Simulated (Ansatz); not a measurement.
# Random alloy of the hcp Ru-Mo line, x = 0.3125 (64 atoms): relaxation and levels of theory

Which bonds does the relaxation leave, and how do forces and pressure change with k-mesh and functional?

Calculated with Ansatz 0.2.0: Kohn-Sham DFT, PBE, PAW (set soft_2), plane waves; cutoff 420 eV, k-mesh 2×2×2, fermi-dirac smearing of 0.1 eV.

**The cell**

The cell holds 64 atoms: 20 Mo and 44 Ru. Cell: a = 10.954 Å, b = 10.954 Å, c = 8.760 Å, α = 90.0°, β = 90.0°, γ = 120.0°. It derives from Ru (hcp Ru-Mo) and Mo, repeated 4×4×2. Hcp Ru-Mo: 64 atoms, 20 of 64 Ru sites given to Mo at random, cell and internal coordinates interpolated linearly between the end members (Vegard's rule); not relaxed, displaced by a Gaussian of 0.02 Å. Lattice constants are starting values near those of PBE.

Cell and atoms were relaxed with PBE. The walk converged after 6 steps by the program's count, with a largest force component of 0.0122 eV/Å; it began at an r.m.s. force component of 0.34 eV/Å. The edges went from 10.954, 10.954, 8.760 to 11.050, 11.022, 8.746 Å, and the volume from 14.224 to 14.410 Å³ an atom (+1.3 %).

The input of the reference single point:

```yaml
crystal:
  lattice:
    - [11.05022, 0.00613, -0.0036]
    - [-5.5198, 9.54, 0.00034]
    - [-0.00288, -0.00135, 8.74558]
  atoms:
    - { symbol: Mo, position: [0.00459, 0.00147, 0.99958] }
    - { symbol: Ru, position: [0.08596, 0.16796, 0.25287] }
    - { symbol: Ru, position: [0.00139, 0.9995, 0.49914] }
    - { symbol: Mo, position: [0.0871, 0.1691, 0.74085] }
    [... 58 atom lines left out ...]
    - { symbol: Ru, position: [0.75298, 0.75034, 0.50119] }
    - { symbol: Ru, position: [0.83615, 0.91953, 0.7464] }
kpoints:
  mp_grid: { grid: [2, 2, 2] }
hamiltonian:
  xc: pbe
scf:
  occupations: { method: fermi_dirac, width: 0.1 }
output:
  forces: true
  stress: true
  populations: true
  dos:
    method: { smearing: { sigma: 0.08 } }
    de: 0.05
    projected: { site_lists: { Mo: [Mo], Ru: [Ru] } }
  eigenvalues: true
  write_density: true
  write_potential: true
  volumetric_format: npy
```

**Bonds after relaxation**

Neighbours by pair of elements; one cutoff, the widest of the pairs' first minima of g(r), serves all pairs of this metal:

```csv
pair A-B,cutoff (Å),bonds,mean length (Å),spread (Å),shortest (Å),B about A,A about B
Ru-Ru,3.23,182,2.72,0.035,2.64,8.27,8.27
Ru-Mo,3.23,164,2.74,0.048,2.63,3.73,8.2
Mo-Mo,3.23,38,2.77,0.055,2.64,3.8,3.8
```

How many atoms have how many bonded neighbours:

```csv
element,mean,12
Mo,12,20
Ru,12,44
```

**Levels of theory**

Single points at the relaxed geometry:

| functional | k-mesh | pressure (GPa) | r.m.s. force component (eV/Å) | SCF cycles | time |
| --- | --- | --- | --- | --- | --- |
| PBE | 2×2×2 | -0.01 | 0.004 | 8 | 7.5 s |
| PBE | 3×3×3 | 0.13 | 0.033 | 8 | 13 s |
| r2SCAN | 2×2×2 | -5.30 | 0.048 | 13 | 10 s |
| PBEsol | 2×2×2 | -9.53 | 0.025 | 8 | 8.7 s |

Cutoffs: 420 eV for PBE and PBEsol; 500 eV for r2SCAN.

**Findings**

Every run has partly filled levels at the Fermi energy, as in a metal. Against the reference the pressure changes with r2SCAN by -5.3 GPa and PBEsol by -9.5 GPa; a negative change means a smaller volume than PBE would take. The denser mesh moves the energy by -0.8 meV/atom and the pressure by +0.14 GPa.

Limits: All single points share the geometry relaxed with PBE. One random arrangement of the atoms on their sites.

[Logs are printed without paths, hosts, clocks, repeated set-up lines and the standing remarks that a program may print on its own settings, such as how far it seeks lower states.]

[Hosts, paths, dates, database ids (printed as entryN), source tags and the programs' standing remarks are cut or masked in the printed files.]
